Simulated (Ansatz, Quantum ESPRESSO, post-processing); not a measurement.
# Tuning the work function of Ir(100), part 2 of 2

Wanted: work-function changes of Ir(100) along a row of adsorbates.

Quantum ESPRESSO 7.5; plane-wave DFT, LDA, GBRV ultrasoft pseudopotentials; geometry by Ansatz 0.2.0 with PAW datasets.

So far. Step 9 (SCF with pw.x, O overlayer): Inside the slab this potential holds the local part of the pseudopotentials, which can be repulsive at the nuclei; only its value in the vacuum has a meaning of its own. Step 10 (Projections on atomic orbitals, O overlayer): The atomic orbitals miss 0.1 % of the occupied states; for empty states the projections can miss much more.

## Step 11: Relaxation with Ansatz, F overlayer

Level of this step: plane-wave DFT, PBE, Ansatz PAW (Ansatz 0.2.0).

System of this step: Ir(100), 5 layers, one monolayer of F on hollow sites. The cell holds 6 atoms: 5 Ir and 1 F. Its edges and angles: a = 2.715 Å, b = 2.715 Å, c = 26.680 Å, α = 90.0°, β = 90.0°, γ = 90.0°. It derives from Ir. Vacuum lies along c.

File input.yaml:

```yaml
crystal:
  lattice:
    - [2.7152900398, 0.0, 0.0]
    - [0.0, 2.7152900398, 0.0]
    - [0.0, 0.0, 26.68]
  atoms:
    - { symbol: Ir, position: [0.0, 0.0, 0.3110944528] }
    - { symbol: Ir, position: [0.5, 0.5, 0.3830584708] }
    - { symbol: Ir, position: [0.0, 0.0, 0.4550224888] }
    - { symbol: Ir, position: [0.5, 0.5, 0.5269865067] }
    - { symbol: Ir, position: [0.0, 0.0, 0.5989505247] }
    - { symbol: F, position: [0.5, 0.5, 0.6254537774] }
kpoints:
  mp_grid: { grid: [10, 10, 1] }
hamiltonian:
  xc: pbe
scf:
  occupations: { method: fermi_dirac, width: 0.1 }
  convergence: { dr2_threshold: 1.0e-08 }
efield:
  axis: 3
  dipole_correction: true
  ramp_position: 0.97
  ramp_width: 0.04
relax:
  f_tol: 0.01
  constraints: [{ sites: [0, 1, 2] }]
output:
  write_potential: true
  write_density: true
  volumetric_format: npy
```

Command:

```bash
> ansatz run input.yaml --threads 4 --pin off --max-ram 8192MiB --backend cpu --events-out ev --progress --plain --runs-dir out
```

Wall time 28 s (4 threads of Intel Xeon 6975P-C (Granite Rapids), shared host); peak memory 0.77 GiB; 1.7 min of CPU time.

Relaxation path:

```csv
step,energy less that of the first step (eV),largest force component (eV/Å)
1,0.0000,8.1367
2,-2.1348,5.2733
3,-2.9906,1.7157
4,-3.2760,0.5637
5,-3.3237,0.6260
6,-3.3444,0.0609
7,-3.3446,0.0009
```

The atoms that moved most (Å):

```csv
atom,dx,dy,dz,length
F6,0.000,0.000,0.765,0.765
Ir4,0.000,0.000,0.068,0.068
Ir5,0.000,0.000,-0.029,0.029
```

Final coordinates:

```cif
data_structure
_symmetry_space_group_name_H-M 'P 1'
_symmetry_Int_Tables_number 1
_cell_length_a 2.7153
_cell_length_b 2.7153
_cell_length_c 26.6800
_cell_angle_alpha 90.000
_cell_angle_beta 90.000
_cell_angle_gamma 90.000
_cell_volume 196.71
loop_
_atom_site_label
_atom_site_type_symbol
_atom_site_fract_x
_atom_site_fract_y
_atom_site_fract_z
_atom_site_occupancy
Ir1 Ir 0.00000 0.00000 0.31109 1
Ir2 Ir 0.50000 0.50000 0.38306 1
Ir3 Ir 0.00000 0.00000 0.45502 1
Ir4 Ir 0.50000 0.50000 0.52953 1
Ir5 Ir 0.00000 0.00000 0.59786 1
F6 F 0.50000 0.50000 0.65413 1
```

The relaxation lowers the energy by 557 meV an atom. Held were the atoms numbered 1, 2 and 3; the forces quoted are those on the free ones.

Numbers from this step:

| Property | Result |
| --- | --- |
| free energy | -60481.2687 eV |
| energy at zero smearing | -60481.1693 eV |
| smearing term TS | 0.1989 eV |
| Fermi energy | 5.482 eV |
| work function of the upper face | 7.610 eV |
| work function of the lower face | 5.585 eV |
| dipole along the normal | -0.08251 e·Å |

## Step 12: Self-consistent run, F overlayer

Level of this step: plane-wave DFT, LDA, GBRV ultrasoft pseudopotentials (Quantum ESPRESSO 7.5).

File F.esm.in:

```
&control
  prefix = 'F.esm'
  outdir = './out'
  pseudo_dir = './pseudo'
  calculation = 'scf'
  tprnfor = .true.
/
&system
  ibrav = 0
  nat = 6
  ntyp = 2
  ecutwfc = 40
  ecutrho = 200
  occupations = 'smearing'
  smearing = 'mv'
  degauss = 0.02
  assume_isolated = 'esm'
  esm_bc = 'bc1'
/
&electrons
  conv_thr = 1e-07
  mixing_beta = 0.4
  electron_maxstep = 120
  mixing_mode = 'local-TF'
/
ATOMIC_SPECIES
  Ir  192.2170  ir_lda_v1.2.uspp.F.UPF
  F   18.9984  f_lda_v1.4.uspp.F.UPF
CELL_PARAMETERS angstrom
  2.71529003980000 0.00000000000000 0.00000000000000
  0.00000000000000 2.71529003980000 0.00000000000000
  0.00000000000000 0.00000000000000 26.68000000000000
ATOMIC_POSITIONS crystal
  Ir  0.000000000000 0.000000000000 -0.171515613646
  Ir  0.500000000000 0.500000000000 -0.099551595646
  Ir  0.000000000000 0.000000000000 -0.027587577646
  Ir  0.500000000000 0.500000000000 0.046922167427
  Ir  -0.000000000000 -0.000000000000 0.115251726415
  F   0.500000000000 0.500000000000 0.171515613646
K_POINTS automatic
  10 10 1 0 0 0
```

Command:

```bash
> OMP_NUM_THREADS=1 mpirun -n 4 pw.x -nk 4 -in F.esm.in > F.esm.out
```

The job ended after 2.2 min (4 MPI ranks; peak memory 0.73 GiB; 8.8 min of CPU time).

Numbers from this step:

```
free energy                                                    : -13030.3149 eV
Fermi energy                                                   : -6.991 eV
vacuum line at the lower end of the cell, over the Fermi level : 5.957 eV
vacuum line at the upper end of the cell, over the Fermi level : 8.025 eV
```

The potential energy, planar mean oscillates, so the rows of the table below give means over windows of 1.94 Å about each position, cut where the curve ends. Its maxima inside the range that stand out by 2 % of the span (Å: eV): -3.7: -3.62, -1.7: -3.92, 0.2: -3.18, 2.1: -5.43, 4.1: -1.86. Its minima: -4.6: -22.0, -2.7: -22.6, -0.8: -22.5, 1.2: -22.9, 3.1: -22.6, 4.6: -4.73.

Electrostatic potential energy of an electron; zero at the Fermi level. Table of potential energy, planar mean by z; means over each step:

```csv
z (Å),"potential energy, planar mean (eV)"
-12.37,5.96
-10.43,5.96
-8.49,5.95
-6.55,5.06
-4.61,-12.5
-2.67,-13.6
-0.73,-13.6
1.21,-14.0
3.15,-13.4
5.09,2.63
7.03,8.02
8.97,8.02
10.91,8.02
12.85,8.02
```

The covered face stands at 8.02 eV against 5.92 eV when clean.

Inside the slab this potential holds the local part of the pseudopotentials, which can be repulsive at the nuclei; only its value in the vacuum has a meaning of its own.

## Step 13: Projections on atomic orbitals, F overlayer

File F.pdos.in:

```
&projwfc
  prefix = 'F.esm'
  outdir = './out'
  filpdos = 'F.pdos'
  Emin = -14.991
  Emax = -2.991
  DeltaE = 0.1
  ngauss = 0
  degauss = 0.01
/
```

Command:

```bash
> OMP_NUM_THREADS=1 mpirun -n 4 projwfc.x -in F.pdos.in > F.pdos.out
```

Run time: 2.1 s. Hardware: 4 MPI ranks; peak memory 0.25 GiB; 7.2 s of CPU time.

Numbers from this step:

| Quantity | Value |
| --- | --- |
| spilling of the projection | 0.001 |

Projected DOS an atom over height of the atomic layer and energy from the Fermi level. Columns are the atomic layers from the bottom up.

Values in states/eV, 22 rows by 6 columns, each cell a mean:
```
1.30 1.46 1.59 1.38 1.29 0.17
1.54 1.24 1.29 1.90 2.10 0.32
1.37 0.91 0.59 1.02 1.68 0.35
1.93 1.12 0.84 0.78 1.63 0.34
1.64 0.90 0.94 0.50 0.95 0.24
2.12 0.94 1.49 0.70 1.58 0.36
1.53 0.87 1.22 0.65 1.21 0.28
1.29 0.78 0.85 0.66 0.68 0.27
2.19 1.12 0.92 1.20 0.89 0.72
1.17 1.05 1.13 1.35 1.13 0.86
1.50 1.75 1.65 1.50 0.97 0.85
1.25 1.44 1.86 1.53 1.25 1.14
0.94 0.97 1.41 1.54 1.19 1.81
0.84 1.09 1.09 1.29 0.94 1.16
1.03 1.42 1.08 1.22 1.06 1.41
0.73 1.02 0.98 0.93 1.03 1.39
0.66 1.44 0.74 0.96 0.98 0.74
0.78 1.75 0.98 1.19 1.03 0.50
0.51 1.19 1.07 1.33 0.89 0.29
0.34 1.03 1.31 1.72 1.12 0.33
0.16 0.56 0.77 0.99 0.61 0.16
0.09 0.28 0.40 0.48 0.29 0.06
```
Columns: height of the atomic layer (Å) from -4.58 to 4.58 (not evenly spaced); rows upwards: energy from the Fermi level (eV) from -8.00 to 1.000.

The atomic orbitals miss 0.1 % of the occupied states; for empty states the projections can miss much more.

## Step 14: The series side by side

Against the clean face, with Pauling's electronegativity for orientation:

```csv
overlayer,electronegativity,height over the top plane (Å),change of work function (eV),step from Ansatz's dipole (eV)
C,2.55,0.82,+0.17,+0.24
O,3.44,1.18,+1.34,+1.25
F,3.98,1.50,+2.11,+1.99
```

All levels:

```csv
level,covered face (eV),bare face (eV),"Ansatz, covered face (eV)",dipole by Ansatz (e Å),CPU time (s)
clean,5.916,5.896,5.557,-0.001314,683.5
C,6.088,5.901,5.8,-0.01099,348.9
O,7.257,5.913,6.845,-0.05243,442.5
F,8.025,5.957,7.61,-0.08251,528.4
```

## Step 15: The arithmetic

Under F the faces differ by +2.07 eV. By the Helmholtz relation p = −Δφ A/180.95 = -0.0843 e Å a cell, or -0.40 D; Ansatz's dipole is -0.0825 e Å.

## Step 16: Summary of results

```yaml
work_function_of_the_clean_face: 5.92 eV
change_under_c: +0.17 eV
change_under_o: +1.34 eV
change_under_f: +2.11 eV
```

In words: On a clean face of 5.92 eV the changes run from +0.17 eV (C) to +2.11 eV (F) (LDA, GBRV ultrasoft). The changes follow electronegativity: the more electronegative the overlayer, the higher the work function. Of 4 overlayers planned, 3 are shown; the others were not run or did not converge. The bare face moves by 0.06 eV over the row; it should not move at all, so the changes above are uncertain by about as much. Full 1×1 monolayers on one site are model structures; at this coverage neighbours depolarise each other, and real layers may take other sites or reconstruct. The upper layers were relaxed under PBE at the tabulated lattice constant. Spin-orbit coupling is left out; depending on the atoms that carry the levels of interest, it can split and shift them by tenths of an eV to an eV or more. The runs have no spin polarisation, although Ir can carry a moment.

Comparison with the measured values:

| quantity | measured | LDA, GBRV ultrasoft, clean |
| --- | --- | --- |
| work function (clean (100) face, which reconstructs) (eV) | 5.96 | 5.92 (-0.04 eV) |

Measured values from arxiv:1902.07811 (2019).

**Verdict.** The work function is off by -0.04 eV: good agreement. The grades are ours: good and fair within 3 and 7 % for the work function. Other measurements of the same face can differ from the value quoted by 0.1 to 0.2 eV.

[Logs are printed without paths, hosts, clocks, repeated set-up lines and the standing remarks that a program may print on its own settings, such as how far it seeks lower states.]

[Hosts, paths, dates, database ids (printed as entryN), source tags and the programs' standing remarks are cut or masked in the printed files.]

[Maps of the electrostatic potential energy from Ansatz leave out the sawtooth potential of an applied field or a dipole correction, so their vacuum need not be flat; planar profiles and work functions include it.]
